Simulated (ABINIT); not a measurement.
# BiBSe3 (Pm-3m): zone-centre phonons, part 3 of 3

Aim: the zone-centre modes of BiBSe3 (Pm-3m).

ABINIT 10.8.3; DFT LDA, scalar-relativistic, plane waves, HGH norm-conserving pseudopotentials.

So far. Step 5 (Relaxation): The volume changes by -0.7 % in this run and stands +11.3 % from the first cell. Step 7 (Zone-centre response): The acoustic modes at Γ come out as far as 5.9 cm⁻¹ from zero, where they should vanish, a small numerical error. The lowest optical mode is imaginary, 365i cm⁻¹, an instability at this level and on this k mesh. The relaxed cell has a = 4.524 Å (conventional setting).

The structure was built from a prototype and need not be the compound's stable phase.

**8. Modes with the sum rule**

anaddb reads the merged derivatives and imposes the acoustic sum rule.

File anaddb.abi:

```
ddb_filepath "gamma_DDB"
output_file "anaddb.abo"
outdata_prefix "anaddb"
asr 1
chneut 1
enunit 2
eivec 1
nph1l 1
qph1l 0.0 0.0 0.0 1.0
```

File mrgddb.in:

```
gamma_DDB
merged
2
dfpt_gammao_DDB
gso_DDB
```

Run with:

```bash
> mrgddb < mrgddb.in > mrgddb.log
> OMP_NUM_THREADS=1 anaddb anaddb.abi > anaddb.log
```

anaddb.abo, the main output file:

```text
-outvars_anaddb: echo values of input variables ----------------------

 Miscellaneous information :
      enunit         2
       eivec         1
         asr         1
 First list of wavevector (reduced coord.) :
       nph1l         1
       qph1l
                     0.00000000E+00  0.00000000E+00  0.00000000E+00    1.000E+00

================================================================================

 read the DDB information and perform some checks

  ==== Info on the Cryst% object ====
 Real(R)+Recip(G) space primitive vectors, cartesian coordinates (Bohr,Bohr^-1):
 R(1)=  8.5491125  0.0000000  0.0000000  G(1)=  0.1169712  0.0000000  0.0000000
 R(2)=  0.0000000  8.5491125  0.0000000  G(2)=  0.0000000  0.1169712  0.0000000
 R(3)=  0.0000000  0.0000000  8.5491125  G(3)=  0.0000000  0.0000000  0.1169712
 Unit cell volume ucvol=  6.2483176E+02 bohr^3
 Angles (23,13,12)=  9.00000000E+01  9.00000000E+01  9.00000000E+01 degrees
 Time-reversal symmetry is present
 Reduced atomic positions [iatom, xred, symbol]:
    1)    0.0000000  0.0000000  0.0000000  Bi
    2)    0.5000000  0.5000000  0.5000000   B
    3)    0.5000000  0.5000000  0.0000000  Se
    4)    0.5000000  0.0000000  0.5000000  Se
    5)    0.0000000  0.5000000  0.5000000  Se

 DDB file with 3 blocks has been read.

================================================================================

 Treat the first list of vectors

  Phonon wavevector (reduced coordinates) :  0.00000  0.00000  0.00000
 Phonon energies in Hartree :
  -1.670332E-03 -1.670332E-03 -1.670332E-03 -1.969019E-04 -1.969019E-04
  -1.969019E-04  1.626900E-08  1.640890E-08  1.682160E-08  1.398380E-04
   1.398380E-04  1.398380E-04  6.990625E-04  6.990625E-04  6.990625E-04
 Phonon energies in meV     :
- -4.545205E+01 -4.545205E+01 -4.545205E+01 -5.357974E+00 -5.357974E+00
- -5.357974E+00  4.427021E-04  4.465089E-04  4.577391E-04  3.805187E+00
-  3.805187E+00  3.805187E+00  1.902246E+01  1.902246E+01  1.902246E+01
 Phonon frequencies in cm-1    :
- -3.665955E+02 -3.665955E+02 -3.665955E+02 -4.321498E+01 -4.321498E+01
- -4.321498E+01  3.570634E-03  3.601337E-03  3.691915E-03  3.069090E+01
-  3.069090E+01  3.069090E+01  1.534265E+02  1.534265E+02  1.534265E+02
 Phonon frequencies in Thz     :
- -1.099026E+01 -1.099026E+01 -1.099026E+01 -1.295552E+00 -1.295552E+00
- -1.295552E+00  1.070449E-04  1.079654E-04  1.106808E-04  9.200901E-01
-  9.200901E-01  9.200901E-01  4.599610E+00  4.599610E+00  4.599610E+00
 Phonon energies in Kelvin  :
- -5.274491E+02 -5.274491E+02 -5.274491E+02 -6.217671E+01 -6.217671E+01
- -6.217671E+01  5.137345E-03  5.181521E-03  5.311841E-03  4.415736E+01
-  4.415736E+01  4.415736E+01  2.207465E+02  2.207465E+02  2.207465E+02

 Eigendisplacements
 (will be given, for each mode : in cartesian coordinates
   for each atom the real part of the displacement vector,
   then the imaginary part of the displacement vector - absolute values smaller than 1.0d-7 are set to zero)
  Mode number    1   Energy   -1.670332E-03
 Attention : low frequency mode.
   (Could be unstable or acoustic mode)
-  1  0.00000000E+00  0.00000000E+00  1.12897058E-05
-     0.00000000E+00  0.00000000E+00  0.00000000E+00
-  2  0.00000000E+00  0.00000000E+00  6.84173858E-03
-     0.00000000E+00  0.00000000E+00  0.00000000E+00
-  3  0.00000000E+00  0.00000000E+00 -7.11017800E-04
-     0.00000000E+00  0.00000000E+00  0.00000000E+00
-  4  0.00000000E+00  0.00000000E+00 -1.27794389E-04
-     0.00000000E+00  0.00000000E+00  0.00000000E+00
-  5  0.00000000E+00  0.00000000E+00 -1.27794389E-04
-     0.00000000E+00  0.00000000E+00  0.00000000E+00
  Mode number    2   Energy   -1.670332E-03
 Attention : low frequency mode.
   (Could be unstable or acoustic mode)
-  1  0.00000000E+00  1.12897058E-05  0.00000000E+00
-     0.00000000E+00  0.00000000E+00  0.00000000E+00
-  2  1.31652601E-07  6.84173858E-03  0.00000000E+00
-     0.00000000E+00  0.00000000E+00  0.00000000E+00
-  3  0.00000000E+00 -1.27794389E-04  0.00000000E+00
-     0.00000000E+00  0.00000000E+00  0.00000000E+00
-  4  0.00000000E+00 -7.11017800E-04  0.00000000E+00
-     0.00000000E+00  0.00000000E+00  0.00000000E+00
-  5  0.00000000E+00 -1.27794389E-04  0.00000000E+00
-     0.00000000E+00  0.00000000E+00  0.00000000E+00
  Mode number    3   Energy   -1.670332E-03
 Attention : low frequency mode.
   (Could be unstable or acoustic mode)
-  1  1.12897058E-05  0.00000000E+00  0.00000000E+00
-     0.00000000E+00  0.00000000E+00  0.00000000E+00
-  2  6.84173858E-03 -1.31652601E-07  0.00000000E+00
-     0.00000000E+00  0.00000000E+00  0.00000000E+00
-  3 -1.27794389E-04  0.00000000E+00  0.00000000E+00
-     0.00000000E+00  0.00000000E+00  0.00000000E+00
-  4 -1.27794389E-04  0.00000000E+00  0.00000000E+00
-     0.00000000E+00  0.00000000E+00  0.00000000E+00
-  5 -7.11017800E-04  0.00000000E+00  0.00000000E+00
-     0.00000000E+00  0.00000000E+00  0.00000000E+00
  Mode number    4   Energy   -1.969019E-04
 Attention : low frequency mode.
   (Could be unstable or acoustic mode)
-  1  0.00000000E+00  0.00000000E+00  1.19202470E-03
-     0.00000000E+00  0.00000000E+00  0.00000000E+00
-  2  0.00000000E+00  0.00000000E+00 -1.01754145E-03
-     0.00000000E+00  0.00000000E+00  0.00000000E+00
-  3  0.00000000E+00  0.00000000E+00 -9.12404680E-04
-     0.00000000E+00  0.00000000E+00  0.00000000E+00
-  4  0.00000000E+00  0.00000000E+00 -1.05181282E-03
-     0.00000000E+00  0.00000000E+00  0.00000000E+00
-  5  0.00000000E+00  0.00000000E+00 -1.05181282E-03
-     0.00000000E+00  0.00000000E+00  0.00000000E+00
  Mode number    5   Energy   -1.969019E-04
 Attention : low frequency mode.
   (Could be unstable or acoustic mode)
-  1  0.00000000E+00  1.19202470E-03  0.00000000E+00
-     0.00000000E+00  0.00000000E+00  0.00000000E+00
-  2  0.00000000E+00 -1.01754145E-03  0.00000000E+00
-     0.00000000E+00  0.00000000E+00  0.00000000E+00
-  3  0.00000000E+00 -1.05181282E-03  0.00000000E+00
-     0.00000000E+00  0.00000000E+00  0.00000000E+00
-  4  0.00000000E+00 -9.12404680E-04  0.00000000E+00
-     0.00000000E+00  0.00000000E+00  0.00000000E+00
-  5  0.00000000E+00 -1.05181282E-03  0.00000000E+00
-     0.00000000E+00  0.00000000E+00  0.00000000E+00
  Mode number    6   Energy   -1.969019E-04
 Attention : low frequency mode.
   (Could be unstable or acoustic mode)
-  1  1.19202470E-03  0.00000000E+00  0.00000000E+00
-     0.00000000E+00  0.00000000E+00  0.00000000E+00
-  2 -1.01754145E-03  0.00000000E+00  0.00000000E+00
-     0.00000000E+00  0.00000000E+00  0.00000000E+00
-  3 -1.05181282E-03  0.00000000E+00  0.00000000E+00
-     0.00000000E+00  0.00000000E+00  0.00000000E+00
-  4 -1.05181282E-03  0.00000000E+00  0.00000000E+00
-     0.00000000E+00  0.00000000E+00  0.00000000E+00
-  5 -9.12404680E-04  0.00000000E+00  0.00000000E+00
-     0.00000000E+00  0.00000000E+00  0.00000000E+00
  Mode number    7   Energy    1.626900E-08
 Attention : low frequency mode.
   (Could be unstable or acoustic mode)
-  1  0.00000000E+00  0.00000000E+00  1.09610604E-03
-     0.00000000E+00  0.00000000E+00  0.00000000E+00
-  2  0.00000000E+00  0.00000000E+00  1.09591802E-03
-     0.00000000E+00  0.00000000E+00  0.00000000E+00
-  3  0.00000000E+00  0.00000000E+00  1.09595895E-03
-     0.00000000E+00  0.00000000E+00  0.00000000E+00
-  4  0.00000000E+00  0.00000000E+00  1.09594055E-03
-     0.00000000E+00  0.00000000E+00  0.00000000E+00
-  5  0.00000000E+00  0.00000000E+00  1.09594055E-03
-     0.00000000E+00  0.00000000E+00  0.00000000E+00
  Mode number    8   Energy    1.640890E-08
 Attention : low frequency mode.
   (Could be unstable or acoustic mode)
-  1  0.00000000E+00  1.09610604E-03  0.00000000E+00
-     0.00000000E+00  0.00000000E+00  0.00000000E+00
-  2  0.00000000E+00  1.09591802E-03  0.00000000E+00
-     0.00000000E+00  0.00000000E+00  0.00000000E+00
-  3  0.00000000E+00  1.09594055E-03  0.00000000E+00
-     0.00000000E+00  0.00000000E+00  0.00000000E+00
-  4  0.00000000E+00  1.09595895E-03  0.00000000E+00
-     0.00000000E+00  0.00000000E+00  0.00000000E+00
-  5  0.00000000E+00  1.09594055E-03  0.00000000E+00
-     0.00000000E+00  0.00000000E+00  0.00000000E+00
  Mode number    9   Energy    1.682160E-08
 Attention : low frequency mode.
   (Could be unstable or acoustic mode)
-  1  1.09610604E-03  0.00000000E+00  0.00000000E+00
-     0.00000000E+00  0.00000000E+00  0.00000000E+00
-  2  1.09591802E-03  0.00000000E+00  0.00000000E+00
-     0.00000000E+00  0.00000000E+00  0.00000000E+00
-  3  1.09594055E-03  0.00000000E+00  0.00000000E+00
-     0.00000000E+00  0.00000000E+00  0.00000000E+00
-  4  1.09594055E-03  0.00000000E+00  0.00000000E+00
-     0.00000000E+00  0.00000000E+00  0.00000000E+00
-  5  1.09595895E-03  0.00000000E+00  0.00000000E+00
-     0.00000000E+00  0.00000000E+00  0.00000000E+00
  Mode number   10   Energy    1.398380E-04
-  1  0.00000000E+00  0.00000000E+00  0.00000000E+00
-     0.00000000E+00  0.00000000E+00  0.00000000E+00
-  2  0.00000000E+00  0.00000000E+00  0.00000000E+00
-     0.00000000E+00  0.00000000E+00  0.00000000E+00
-  3  0.00000000E+00  0.00000000E+00  0.00000000E+00
-     0.00000000E+00  0.00000000E+00  0.00000000E+00
-  4  0.00000000E+00  0.00000000E+00  1.86380890E-03
-     0.00000000E+00  0.00000000E+00  0.00000000E+00
-  5  0.00000000E+00  0.00000000E+00 -1.86380890E-03
-     0.00000000E+00  0.00000000E+00  0.00000000E+00
  Mode number   11   Energy    1.398380E-04
-  1  0.00000000E+00  0.00000000E+00  0.00000000E+00
-     0.00000000E+00  0.00000000E+00  0.00000000E+00
-  2  0.00000000E+00  0.00000000E+00  0.00000000E+00
-     0.00000000E+00  0.00000000E+00  0.00000000E+00
-  3  0.00000000E+00 -1.86380890E-03  0.00000000E+00
-     0.00000000E+00  0.00000000E+00  0.00000000E+00
-  4  0.00000000E+00  0.00000000E+00  0.00000000E+00
-     0.00000000E+00  0.00000000E+00  0.00000000E+00
-  5  0.00000000E+00  1.86380890E-03  0.00000000E+00
-     0.00000000E+00  0.00000000E+00  0.00000000E+00
  Mode number   12   Energy    1.398380E-04
-  1  0.00000000E+00  0.00000000E+00  0.00000000E+00
-     0.00000000E+00  0.00000000E+00  0.00000000E+00
-  2  0.00000000E+00  0.00000000E+00  0.00000000E+00
-     0.00000000E+00  0.00000000E+00  0.00000000E+00
-  3  1.86380890E-03  0.00000000E+00  0.00000000E+00
-     0.00000000E+00  0.00000000E+00  0.00000000E+00
-  4 -1.86380890E-03  0.00000000E+00  0.00000000E+00
-     0.00000000E+00  0.00000000E+00  0.00000000E+00
-  5  0.00000000E+00  0.00000000E+00  0.00000000E+00
-     0.00000000E+00  0.00000000E+00  0.00000000E+00
  Mode number   13   Energy    6.990625E-04
-  1  0.00000000E+00  0.00000000E+00  5.03191223E-05
-     0.00000000E+00  0.00000000E+00  0.00000000E+00
-  2  0.00000000E+00  0.00000000E+00 -1.30266645E-03
-     0.00000000E+00  0.00000000E+00  0.00000000E+00
-  3  0.00000000E+00  0.00000000E+00 -2.09962201E-03
-     0.00000000E+00  0.00000000E+00  0.00000000E+00
-  4  0.00000000E+00  0.00000000E+00  1.07240678E-03
-     0.00000000E+00  0.00000000E+00  0.00000000E+00
-  5  0.00000000E+00  0.00000000E+00  1.07240678E-03
-     0.00000000E+00  0.00000000E+00  0.00000000E+00
  Mode number   14   Energy    6.990625E-04
-  1  0.00000000E+00 -5.03191223E-05  0.00000000E+00
-     0.00000000E+00  0.00000000E+00  0.00000000E+00
-  2  0.00000000E+00  1.30266645E-03  0.00000000E+00
-     0.00000000E+00  0.00000000E+00  0.00000000E+00
-  3  0.00000000E+00 -1.07240678E-03  0.00000000E+00
-     0.00000000E+00  0.00000000E+00  0.00000000E+00
-  4  0.00000000E+00  2.09962201E-03  0.00000000E+00
-     0.00000000E+00  0.00000000E+00  0.00000000E+00
-  5  0.00000000E+00 -1.07240678E-03  0.00000000E+00
-     0.00000000E+00  0.00000000E+00  0.00000000E+00
  Mode number   15   Energy    6.990625E-04
-  1  5.03191223E-05  0.00000000E+00  0.00000000E+00
-     0.00000000E+00  0.00000000E+00  0.00000000E+00
-  2 -1.30266645E-03  0.00000000E+00  0.00000000E+00
-     0.00000000E+00  0.00000000E+00  0.00000000E+00
-  3  1.07240678E-03  0.00000000E+00  0.00000000E+00
-     0.00000000E+00  0.00000000E+00  0.00000000E+00
-  4  1.07240678E-03  0.00000000E+00  0.00000000E+00
-     0.00000000E+00  0.00000000E+00  0.00000000E+00
-  5 -2.09962201E-03  0.00000000E+00  0.00000000E+00
-     0.00000000E+00  0.00000000E+00  0.00000000E+00

 Analysis of degeneracies and characters (maximum tolerance=1.00E-06 a.u.)
 For each vibration mode, or group of modes if degenerate,
 the characters are given for each symmetry operation (see the list in the log file).
 Symmetry characters of vibration mode #   1
       degenerate with vibration modes #   2 to    3
  3.0 -3.0 -1.0  1.0 -1.0  1.0 -1.0  1.0  1.0 -1.0 -1.0  1.0  1.0 -1.0 -1.0  1.0
 -0.0  0.0 -0.0  0.0  0.0 -0.0  0.0 -0.0  1.0 -1.0 -1.0  1.0 -1.0  1.0  1.0 -1.0
 -0.0  0.0  0.0 -0.0  0.0 -0.0 -0.0  0.0  1.0 -1.0  1.0 -1.0 -1.0  1.0 -1.0  1.0
 Symmetry characters of vibration mode #   4
       degenerate with vibration modes #   5 to    6
  3.0 -3.0 -1.0  1.0 -1.0  1.0 -1.0  1.0  1.0 -1.0 -1.0  1.0  1.0 -1.0 -1.0  1.0
 -0.0  0.0 -0.0  0.0  0.0 -0.0  0.0 -0.0  1.0 -1.0 -1.0  1.0 -1.0  1.0  1.0 -1.0
 -0.0  0.0  0.0 -0.0  0.0 -0.0 -0.0  0.0  1.0 -1.0  1.0 -1.0 -1.0  1.0 -1.0  1.0
 Symmetry characters of vibration mode #   7
       degenerate with vibration modes #   8 to    9
  3.0 -3.0 -1.0  1.0 -1.0  1.0 -1.0  1.0  1.0 -1.0 -1.0  1.0  1.0 -1.0 -1.0  1.0
 -0.0  0.0  0.0 -0.0 -0.0  0.0  0.0 -0.0  1.0 -1.0 -1.0  1.0 -1.0  1.0  1.0 -1.0
 -0.0  0.0 -0.0  0.0  0.0 -0.0  0.0 -0.0  1.0 -1.0  1.0 -1.0 -1.0  1.0 -1.0  1.0
 Symmetry characters of vibration mode #  10
       degenerate with vibration modes #  11 to   12
  3.0 -3.0 -1.0  1.0 -1.0  1.0 -1.0  1.0 -1.0  1.0  1.0 -1.0 -1.0  1.0  1.0 -1.0
 -0.0  0.0 -0.0  0.0  0.0 -0.0  0.0 -0.0 -1.0  1.0  1.0 -1.0  1.0 -1.0 -1.0  1.0
 -0.0  0.0  0.0 -0.0  0.0 -0.0 -0.0  0.0 -1.0  1.0 -1.0  1.0  1.0 -1.0  1.0 -1.0
 Symmetry characters of vibration mode #  13
       degenerate with vibration modes #  14 to   15
  3.0 -3.0 -1.0  1.0 -1.0  1.0 -1.0  1.0  1.0 -1.0 -1.0  1.0  1.0 -1.0 -1.0  1.0
 -0.0  0.0 -0.0  0.0  0.0 -0.0  0.0 -0.0  1.0 -1.0 -1.0  1.0 -1.0  1.0  1.0 -1.0
 -0.0  0.0  0.0 -0.0  0.0 -0.0 -0.0  0.0  1.0 -1.0  1.0 -1.0 -1.0  1.0 -1.0  1.0
-
```

The job ended after 0.49 s (1 thread of Arm Neoverse V2, shared host).

This step gave:

| Quantity | Value |
| --- | --- |
| highest optical zone-centre mode (no LO-TO term) | 153.4 cm⁻¹ |
| lowest optical zone-centre mode | -366.6 cm⁻¹ |

No LO-TO term; unit eigenvectors of the mass-weighted matrix, from anaddb's displacements. The modes at Γ (shares of kinetic energy by element, %) (negative means imaginary):

```csv
mode,frequency (cm⁻¹),symmetry,Bi %,B %,Se %
1,-366.6,T1u,0,92,8
2,-366.6,T1u,0,92,8
3,-366.6,T1u,0,92,8
4,-43.2,T1u,54,2,44
5,-43.2,T1u,54,2,44
6,-43.2,T1u,54,2,44
7,0.0,acoustic,46,2,52
8,0.0,acoustic,46,2,52
9,0.0,acoustic,46,2,52
10,30.7,T2u,0,0,100
11,30.7,T2u,0,0,100
12,30.7,T2u,0,0,100
13,153.4,T1u,0,3,97
14,153.4,T1u,0,3,97
15,153.4,T1u,0,3,97
```

Displacements in mode 1 (-366.6 cm⁻¹), the largest set to 1:
```
Bi1  0.00  0.00  0.00
B2   0.00  0.00  1.00
Se3  0.00  0.00 -0.10
Se4  0.00  0.00 -0.02
Se5  0.00  0.00 -0.02
```

Displacements in mode 4 (-43.2 cm⁻¹), the largest set to 1:
```
Bi1  0.00  0.00  1.00
B2   0.00  0.00 -0.85
Se3  0.00  0.00 -0.77
Se4  0.00  0.00 -0.88
Se5  0.00  0.00 -0.88
```

The rule also moves an optical mode by 1.7 cm⁻¹.

**9. What came out**

```yaml
space_group_after_relaxation: Pm-3m
volume_per_atom: 18.5 Å³
highest_optical_zone_centre_mode_no_lo_to_term: 153.4 cm⁻¹
lowest_optical_zone_centre_mode: -366.6 cm⁻¹
imaginary_optical_modes_at_the_zone_centre_no_q_mesh_in_this_session: yes
```

At the LDA level the optical modes of BiBSe3 (Pm-3m) at the zone centre run from 367i to 153 cm⁻¹, so the structure is a saddle point, with 6 modes beyond 10i cm⁻¹ there. These are harmonic frequencies at zero temperature: anharmonic shifts and linewidths and thermal expansion are left out. Spin-orbit coupling is left out, which can matter for the heavy elements here. The HGH files keep few electrons and have no core correction, which is cheap but rough for Bi. In a metal the frequencies hang on the k mesh and the smearing, most of all near Kohn anomalies. The structure is a hypothetical one, built on a prototype.

[Host names and launcher messages were left out of these logs when they were recorded.]

[Logs are printed without paths, hosts, clocks, repeated set-up lines and the standing remarks that a program may print on its own settings, such as how far it seeks lower states.]

[Hosts, paths, dates, database ids (printed as entryN), source tags and the programs' standing remarks are cut or masked in the printed files.]
